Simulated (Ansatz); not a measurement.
# I on Nb(110), ontop start, 2x2 cell: photoemission fingerprints, part 2 of 3

Wanted: core-level shifts and unfolded surface bands for I on Nb(110), ontop start, 2x2 cell. Spin–orbit coupling is left out of the bands throughout.

Ansatz 0.2.0; DFT, PBE, plane-wave PAW, default files, scalar-relativistic.

So far, work function, upper face (eV): step 2 (the clean face) 4.48; step 3 (relaxing the atoms) 3.91.

### 4. Bands by layer

This is the main run. States are solved along the surface zone's path and weighed by where they lie along the normal, since photoemission sees the top layers. The cell holds 4 small cells, so the bands are unfolded.

File input.yaml:

```yaml
crystal:
  lattice:
    - [6.62, 0.0, 0.0]
    - [3.31, 4.6810468915, 0.0]
    - [0.0, 0.0, 24.7715703372]
  atoms:
    - { symbol: I, position: [0.2477861672, 0.0, 0.6746417283] }
    - { symbol: Nb, position: [-0.0193001197, 0.0, 0.5839506637] }
    - { symbol: Nb, position: [0.5148050845, 0.0, 0.5840126259] }
    - { symbol: Nb, position: [-0.0068785045, 0.5088671318, 0.5828277999] }
    - { symbol: Nb, position: [0.5019886273, 0.4911328682, 0.5828277999] }
    - { symbol: Nb, position: [0.748761001, 0.499908705, 0.492315239] }
    - { symbol: Nb, position: [0.2486697059, 0.500091295, 0.492315239] }
    - { symbol: Nb, position: [0.748678874, 0.0, 0.4889660056] }
    - { symbol: Nb, position: [0.24891125, 0.0, 0.493293576] }
    - { symbol: Nb, position: [0.0, 0.0, 0.397250691] }
    - { symbol: Nb, position: [0.5, 0.0, 0.397250691] }
    - { symbol: Nb, position: [0.0, 0.5, 0.397250691] }
    - { symbol: Nb, position: [0.5, 0.5, 0.397250691] }
    - { symbol: Nb, position: [0.75, 0.5, 0.302766433] }
    - { symbol: Nb, position: [0.25, 0.5, 0.302766433] }
    - { symbol: Nb, position: [0.75, 0.0, 0.302766433] }
    - { symbol: Nb, position: [0.25, 0.0, 0.302766433] }
kpoints:
  mp_grid: { grid: [8, 8, 1] }
scf:
  occupations: { method: fermi_dirac, width: 0.05 }
  n_extra_bands: 21
hamiltonian:
  xc: pbe
  pseudopotentials: { kind: paw }
output:
  forces: true
  write_potential: true
  volumetric_format: []
  dos:
    projected:
      site_lists:
        adsorbate: [0]
        layer_1: [1, 2, 3, 4]
        layer_2: [5, 6, 7, 8]
        layer_3: [9, 10, 11, 12]
        other_layers: [13, 14, 15, 16]
    de: 0.05
    e_range: [-30, 12]
    method: { smearing: { sigma: 0.15, scheme: gaussian } }
  eigenstates:
    kpoints:
      - [0.0, 0.0, 0.0]
      - [-0.125, 0.0, 0.0]
      - [-0.25, 0.0, 0.0]
      - [-0.375, 0.0, 0.0]
      - [0.5, 0.0, 0.0]
      - [0.375, 0.0, 0.0]
      # [... 20 more points ...]
      - [-0.14285714, 0.14285714, 0.0]
      - [-0.07142857, 0.07142857, 0.0]
    e_range: [-8.0, 4.0]
    unfold:
      supercell_matrix: [[2, 0, 0], [0, 2, 0], [0, 0, 1]]
      layers:
        axis: 3
        edges: [0.141291, 0.358274, 0.443388, 0.53402, 0.629326, 0.836116]
efield:
  axis: 3
  dipole_correction: true
```

Command:

```
> ansatz run input.yaml --threads 8 --pin off --max-ram 20480MiB --backend cpu --events-out ev --progress --plain --runs-dir out
```

The job ended after 2 min (8 threads of Arm Neoverse V2, shared host; peak memory 5.7 GiB; 16 min of CPU time).

Numbers from this step:

```yaml
free_energy: -80343.8849 eV
energy_at_zero_smearing: -80343.7960 eV
smearing_term_ts: 0.1778 eV
fermi_energy: 4.798 eV
share_of_occupied_states_in_no_projected_shell: 0.0075 of the occupied states in the window
dos_at_the_fermi_level: 21.62 states/eV/cell
work_function_upper_face: 3.905 eV
work_function_lower_face: 4.533 eV
```

A(k,E), total over k along the path and E. Zero: Fermi level.

Ten even steps from '_' (0.02 eV⁻¹) to '@' (5.91 eV⁻¹), each cell a mean:
```
--::__::..::==++****==--==--....::..--==++++------....::----
..::..::--::::--**++--::....::..::--::::::==::::::::..--::..
..::....==++++++****::..__..--__..====++**--....--++==::::..
--::--::==****%%@@++--..::--::--::==******--::--++::--==--==
::--==****++++##@@--..::::::--++****++++##@@++++----::++--::
..::++%%##++++++++==::::::..::**%%**++++++**##==--==++++::..
::--**++==----==------::::::==**++==----==++**++--++**====::
%%%%++======--::..::....--%%##++======--::::++####**++****%%
--::..........____----....::::..........__..--==++####++----
--------..______::==++----------::..______::==++******====--
====------..__..--==++++====------::____..----====::..----==
====--::--::..----..==##**====--::--....--::::..______..====
::::::..::--==--..::..--==::::::..::----::....__________..::
......::..::::::::..............::..::::..::......____......
........::......................::............____....____..
______..::::..::..______________..::::::::..________________
________..::....__________________..::::..__________________
____________..______________________....____________________
____________________________________________________________
____________________________________________________________
____________________________________________________________
____________________________________________________________
```
Columns: k along the path (Å⁻¹) from 0 to 5.89 (not evenly spaced); rows upwards: E (eV) from -7.7 to 1.71.

A(k,E), top over k along the path and E. Zero: Fermi level.

Ten even steps from '0' (0.003 eV⁻¹) to '9' (0.543 eV⁻¹), each cell a mean:
```
311112211133421111221112222112
111121111222111121111111221211
011012211211101002222111122210
111111122110110111111111111111
111112322110011111232211111211
111122221100011112222111011111
111112221100011111222110011111
111111110000011111111011111011
111000000000111100000000111111
211111110012221111111001110112
111011110011111111111000111111
211101110011221111111001110112
211111110111211111111011211122
974333334567886433333458976999
678753246987668865224797589666
224643334432222553333544433322
111012221011111112222000000111
000000100000000000110000000000
000000000000000000000000000000
000000000000000000000000000000
000000000000000000000000000000
000000000000000000000000000000
```
Columns: k along the path (Å⁻¹) from 0 to 5.89 (not evenly spaced); rows upwards: E (eV) from -7.7 to 1.71.

A(k,E), middle over k along the path and E. Zero: Fermi level.

Values in eV⁻¹, 12 rows by 16 columns, each cell a mean:
```
0.21 0.13 0.30 0.40 0.73 0.44 0.30 0.19 0.17 0.31 0.40 0.49 0.28 0.24 0.25 0.23
0.33 0.18 0.64 0.96 0.89 0.35 0.15 0.31 0.19 0.73 0.95 0.45 0.27 0.21 0.23 0.32
0.40 0.73 0.88 0.80 1.02 0.31 0.26 0.45 0.80 0.87 0.84 1.06 0.57 0.35 0.49 0.44
0.47 0.90 0.54 0.32 0.51 0.57 0.44 0.54 0.90 0.46 0.36 0.69 0.70 0.61 0.79 0.47
0.77 0.44 0.36 0.34 0.21 0.34 0.37 0.72 0.39 0.36 0.31 0.31 0.79 1.08 0.97 0.79
0.38 0.43 0.25 0.08 0.40 0.84 0.44 0.38 0.44 0.18 0.10 0.42 0.89 0.87 0.70 0.43
0.65 0.50 0.40 0.38 0.41 0.57 0.99 0.65 0.44 0.41 0.40 0.38 0.19 0.09 0.14 0.59
0.11 0.18 0.26 0.36 0.22 0.07 0.14 0.11 0.21 0.29 0.33 0.21 0.04 0.03 0.04 0.10
0.03 0.04 0.22 0.15 0.16 0.03 0.03 0.03 0.08 0.21 0.18 0.12 0.02 0.02 0.02 0.02
0.01 0.01 0.09 0.25 0.03 0.01 0.01 0.01 0.02 0.14 0.21 0.03 0.01 0.01 0.01 0.01
0.01 0.01 0.01 0.02 0.01 0.01 0.01 0.01 0.01 0.02 0.02 0.01 0.01 0.01 0.01 0.01
0.00 0.01 0.01 0.01 0.01 0.01 0.01 0.00 0.01 0.01 0.01 0.01 0.00 0.00 0.00 0.00
```
Columns: k along the path (Å⁻¹) from 0 to 5.89 (not evenly spaced); rows upwards: E (eV) from -7.7 to 1.71.

A(k,E), bottom over k along the path and E. Zero: Fermi level.

Ten even steps from '_' (0.00 eV⁻¹) to '@' (1.87 eV⁻¹), each cell a mean:
```
==::__==..::==++==##==--====....--..----++++==++--..__::====
..::__..--::..--**++--::....::__::::..::..++==--::--..----..
..--....--====--****==..__..==__..========::....--%%##----..
--::--..======**@@##==::..--..--::======++::..::##--==++::--
..::==**++++**%%%%::..::::..::++**++++**%%@@++**------==::..
__..==@@%%##******--::::::__..**@@%%##****####==::--**==..__
..--++++==------::--::....::--++++==----====**++--++++----::
##**==::::::::..__::....::##**--::::--::....++##**======++##
::....____________----....::....__________..::::==++++++--::
::----::________..--++--::::----..________..::--====----==--
++==--::::______::--==**++++==----..______--::--::..__::--==
------::::..__::--..--====------::::..__::::..__________::--
........::------....__..::......::::----::....____________..
______....::::::..______________....::::....________________
________........________________..........__________________
________........__________________........__________________
____________..______________________....____________________
____________________________________________________________
____________________________________________________________
____________________________________________________________
____________________________________________________________
____________________________________________________________
```
Columns: k along the path (Å⁻¹) from 0 to 5.89 (not evenly spaced); rows upwards: E (eV) from -7.7 to 1.71.

Peaks of A(k,E) at the labelled points: for each region the eleven nearest the zero at most, each over 6 % of that point's highest, less those above the energy where the solved bands run out; weight and spread sum the levels within three half widths or 0.3 eV, so near peaks share levels. Peaks of the spectral function, the first 40 of 154 rows:

```tsv
point	weight on	E (eV)	A (1/eV)	weight near the peak	rms spread of levels (eV)
(½,0)	total	-4.24	1.637	0.706	0.033
(½,0)	total	-3.38	3.74	2.025	0.1
(½,0)	total	-2.64	3.623	1.909	0.097
(½,0)	total	-1.56	6.634	3.859	0.124
(½,0)	total	-0.32	0.945	0.448	0.22
(½,0)	total	0.22	3.065	1.747	0.112
(½,0)	total	1.7	2.647	1.755	0.144
(½,0)	top	-5.64	0.076	0.026	0
(½,0)	top	-5.06	0.171	0.063	0
(½,0)	top	-4.24	0.936	0.456	0.033
(½,0)	top	-3.32	0.158	0.073	0.137
(½,0)	top	-2.58	0.134	0.112	0.23
(½,0)	top	-2.2	0.122	0.092	0.188
(½,0)	top	-1.54	0.117	0.074	0.169
(½,0)	top	-0.34	0.096	0.069	0.227
(½,0)	top	0.2	0.109	0.062	0.152
(½,0)	top	1.54	0.235	0.138	0.138
(½,0)	middle	-4.22	0.147	0.045	0.032
(½,0)	middle	-3.42	1.147	0.628	0.085
(½,0)	middle	-2.54	0.501	0.286	0.142
(½,0)	middle	-1.58	1.778	1.013	0.126
(½,0)	middle	0.24	0.921	0.494	0.09
(½,0)	middle	1.72	0.402	0.243	0.138
(½,0)	bottom	-3.34	0.718	0.372	0.109
(½,0)	bottom	-2.68	1.301	0.743	0.108
(½,0)	bottom	-1.5	1.765	0.99	0.095
(½,0)	bottom	0.22	0.78	0.45	0.112
(½,0)	bottom	1.72	1.285	0.744	0.116
Γ	total	-4.26	2.223	0.907	0.015
Γ	total	-3.66	3.483	1.736	0.125
Γ	total	-2.48	0.575	0.205	0.157
Γ	total	-1.6	2.62	2.232	0.19
Γ	total	-1.24	3.102	2.232	0.19
Γ	total	-0.38	4.409	3.205	0.222
Γ	total	0.2	4.481	3.462	0.221
Γ	total	0.62	3.59	3.343	0.231
Γ	total	1.7	3.997	1.929	0.08
Γ	top	-5.64	0.144	0.058	0
Γ	top	-5.06	0.256	0.111	0
Γ	top	-4.24	0.343	0.161	0.031
```

The DOS has structure finer than the step of the table below, so its rows give means over 1 eV, whole bins alone (the curve runs from -30.0 to 1.43 eV). Peaks (eV: height): total -4.3: 10.3, -2.6: 23.9, -1.4: 31.9, -0.5: 27.9; Nb 4d -2.5: 19.6, -1.4: 30.6, -0.5: 24.0; Nb 5s -3.3: 4.45, -0.4: 2.89; I 5p -4.3: 6.17; Nb 5p* -2.5: 0.459, 0.1: 1.12.

* holds the states left over by the projection beside any projected weight of its own. Table of DOS by E, zero at the Fermi level; means over each step; values in states/eV/cell:

```tsv
E (eV)	total	Nb 4d	Nb 5s	I 5p	Nb 5p*	I 5s	Nb 4p
-29	0.0799	2.1e-4	7.3e-5	0	0	0	0.0797
-28	0	0	0	0	0	0	0
-27	0	0	0	0	0	0	0
-26	0	0	0	0	0	0	0
-25	0	0	0	0	0	0	0
-24	0	0	0	0	0	0	0
-23	0	0	0	0	0	0	0
-22	0	0	0	0	0	0	0
-21	0	0	0	0	0	0	0
-20	0	0	0	0	0	0	0
-19	0	0	0	0	0	0	0
-18	0	0	0	0	0	0	0
-17	0	0	0	0	0	0	0
-16	0	0	0	0	0	0	0
-15	0	0	0	0	0	0	0
-14	2.00	0.0823	0.0943	0.00213	0.00776	1.81	0
-13	0.00180	7.5e-5	8.4e-5	0	7.1e-6	0.00163	0
-12	0	0	0	0	0	0	0
-11	0	0	0	0	0	0	0
-10	0	0	0	0	0	0	0
-9	0	0	0	0	0	0	0
-8	0	0	0	0	0	0	0
-7	0	0	0	0	0	0	0
-6	0.161	0.00565	0.126	0.0250	0.00191	0.00292	0
-5	3.32	0.391	1.29	1.52	0.0594	0.0560	0
-4	6.36	1.53	2.18	2.53	0.119	0.00156	0
-3	17.4	13.1	3.62	0.379	0.315	7.6e-4	0
-2	19.0	16.9	1.31	0.331	0.369	0.00104	0
-1	26.1	24.2	1.16	0.207	0.581	0.00489	0
0	21.3	18.0	2.18	0.130	0.949	0.00937	0
```

Simulated valence spectra by photon energy, shown to 13 eV, since a deeper line would dwarf them at some energies; the 100 % can be that line's tail at the edge; this run's widths, added to any smearing of the DOS itself: Gaussian 0.45 eV, Lorentzian 0.2 eV plus 0.05 an eV of depth. Table of intensity by binding energy, zero at the Fermi level; values in % of the maximum within 13 eV:

```tsv
binding energy (eV)	21.2 eV	100 eV	1486.7 eV	9251.7 eV
-1	2.94	3.46	3.14	2.56
0	46.3	48.9	47.3	31.8
1	94.4	93.9	94.8	52.9
2	70.3	77.1	71.2	48.6
3	52.7	67.9	58.2	63.6
4	23.9	77.2	32.5	80.4
5	13.0	55.1	19.6	56.3
6	2.11	7.74	3.21	8.37
7	0.888	2.83	1.37	3.05
8	0.535	1.93	0.938	2.15
9	0.366	1.77	0.784	2.00
10	0.269	2.05	0.764	2.26
11	0.206	3.03	0.885	3.15
12	-	6.20	1.37	5.96
```

Maxima picked by a test of local sharpness, so broad peaks and shoulders can be missing; peaks within 0.45 eV of a curve's cut are left out. Valence peaks, by row:

```tsv
photon energy (eV)	binding energy (eV)	height (% of the maximum within 13 eV)	main shell	its share (%)
21.2	4.25	26.94	I 5p	62.23
21.2	2.35	72.97	Nb 4d	96.08
21.2	1.3	100	Nb 4d	98.58
100	13.9	88.08	I 5s	98.3
100	4.35	100	I 5p	79.87
100	2.4	85.75	Nb 4d	72.54
100	1.25	97.08	Nb 4d	88.88
1487	13.9	14.06	I 5s	93.54
1487	4.3	37.74	I 5p	69.11
1487	2.4	75.66	Nb 4d	89.23
1487	1.3	100	Nb 4d	96.28
9252	13.9	77.44	I 5s	97.61
9252	4.3	100	I 5p	76.72
9252	2.65	65.48	Nb 5s	42.97
9252	0.5	58.59	Nb 4d	54.75
```

The planar mean, electrostatic potential oscillates, so the rows of the table below give means over windows of 1 Å about each position, cut where the curve ends. Its maxima inside the range that stand out by 2 % of the span (Å: eV): 8.7: -1.01, 11.0: -1.08, 13.3: -1.64. Its minima: 7.4: -21.6, 9.9: -21.3, 12.2: -21.2, 14.5: -21.7.

From the Fermi level. The planar mean, electrostatic potential by z; means over each step:

z (Å), planar mean, electrostatic potential (eV) and a bar from the least value:
```
        0        4.4 ##############################
        1        4.5 ##############################
        2        4.5 ##############################
        3        4.5 ##############################
        4        4.5 ##############################
        5        4.3 ##############################
        6        2.0 ###########################
        7      -12.7 #######
        8      -12.5 #######
        9       -6.1 ################
       10      -17.5 
       11       -3.6 ###################
       12      -17.3 
       13       -6.7 ###############
       14      -13.5 ######
       15      -12.0 ########
       16        0.0 ########################
       17        1.0 #########################
       18        3.1 ############################
       19        3.9 #############################
       20        3.9 #############################
       21        3.9 #############################
       22        3.9 #############################
       23        3.9 #############################
       24        4.1 #############################
```

Shapes are the site's partial DOS without matrix elements, which overweights lines from ligand s bands. The intensity, Nb L-beta2 by emission energy less the core level's binding energy, zero at the Fermi level; read off at these points:

```tsv
emission energy less the core level's binding energy (eV)	intensity, Nb L-beta2 (% of the unpolarised maximum)
-29.0	0.270
-28.0	0.239
-27.0	0.231
-26.0	0.237
-25.0	0.250
-24.0	0.269
-23.0	0.292
-22.0	0.320
-21.0	0.353
-20.0	0.393
-19.0	0.440
-18.0	0.499
-17.0	0.572
-16.0	0.670
-15.0	0.814
-14.0	1.01
-13.0	1.12
-12.0	1.27
-11.0	1.54
-10.0	1.93
-9.0	2.51
-8.0	3.42
-7.0	4.97
-6.0	8.01
-5.0	14.9
-4.0	31.1
-3.0	63.5
-2.0	89.6
-1.3	99.8
-1.0	98.5
0.0	63.1
1.0	24.1
```

Window up to 1.4 eV; the window's lower edge cuts through Nb 4p, whose entries are artefacts of the cut. Shell moments, by row:

```tsv
element	shell	occupied states an atom	centre of occupied part (eV)	rms width of occupied part (eV)	centre up to the window's top (eV)	rms width up to the window's top (eV)
I	5s	1.885	-13.52	1.893	-13.44	2.149
I	5p	5.065	-3.998	1.114	-3.773	1.495
Nb	5s	0.6919	-3.001	2.325	-2.417	2.521
Nb	4p	1.164	-29.87	0.1068	-29.87	0.1068
Nb	5p*	0.1202	-1.678	1.509	-0.5776	1.694
Nb	4d	4.198	-1.659	1.52	-1.153	1.676
```

Shapes are the site's partial DOS without matrix elements, which overweights lines from ligand s bands. Emission peaks, by row:

```tsv
line	energy (eV)	height (%)
Nb L-beta2	-1.25	100
```

The spectra weight each projected shell by its atomic cross section (Dirac–Hartree–Slater) and angular factor, for unpolarised light with the analyser at 90° from the beam. Broadening, on top of any smearing of the DOS itself: a Gaussian of 0.45 eV and a Lorentzian of 0.2 eV plus 0.05 times the binding energy (full widths), Fermi edge at 300 K. Each atom is damped by exp[−depth/(λ cos θ)], θ = 60° from the normal, λ from the universal curve. Curves are cut 10 eV under the photon energy, above any shell that the free atom's threshold puts out of reach, or at the lower edge of the window: 11.2 eV at 21.2 eV, 30 eV at 100 eV, 30 eV at 1486.7 eV and 30 eV at 9251.7 eV. A star in tables and legends marks shells that hold the states left over by the projection (0.8 % of the filled ones), a stand-in for orbitals that the files don't project on. Dipole terms alone, which is rough above 3 keV; no background, satellites or final-state effects.

Share of each shell in the spectrum's area (%), by photon energy:

```tsv
shell	21.2 eV	100 eV	1486.7 eV	9251.7 eV
I 5s	0.0	20.8	4.1	13.9
I 5p	9.3	19.6	8.3	14.5
Nb 5s	0.1	6.4	3.0	11.9
Nb 4p	0.0	16.5	33.2	48.0
Nb 4d	90.6	36.5	51.3	11.5
```

The window's lower edge cuts through Nb 4p, so the shares at energies that reach it are artefacts of the cut.

Regions along c: top from 15.6 to 20.7 Å, middle from 11.0 to 13.2 Å, bottom from 3.5 to 8.9 Å. The top region begins above the slab's first layer, so it holds the added atoms alone, and the space between regions isn't listed.

The largest force component on a free atom is 0.040 eV/Å, a little over the usual target of 0.03 eV/Å. At the Fermi level the DOS is 21.62 states/eV a cell, and on the broadened curves Nb 4d holds 85 % of the total there.

(Part 2 of 3 ends here.)

[Logs are printed without paths, hosts, clocks, repeated set-up lines and the standing remarks that a program may print on its own settings, such as how far it seeks lower states.]

[Hosts, paths, dates, database ids (printed as entryN), source tags and the programs' standing remarks are cut or masked in the printed files.]

[Maps of the electrostatic potential energy from Ansatz leave out the sawtooth potential of an applied field or a dipole correction, so their vacuum need not be flat; work functions include it.]
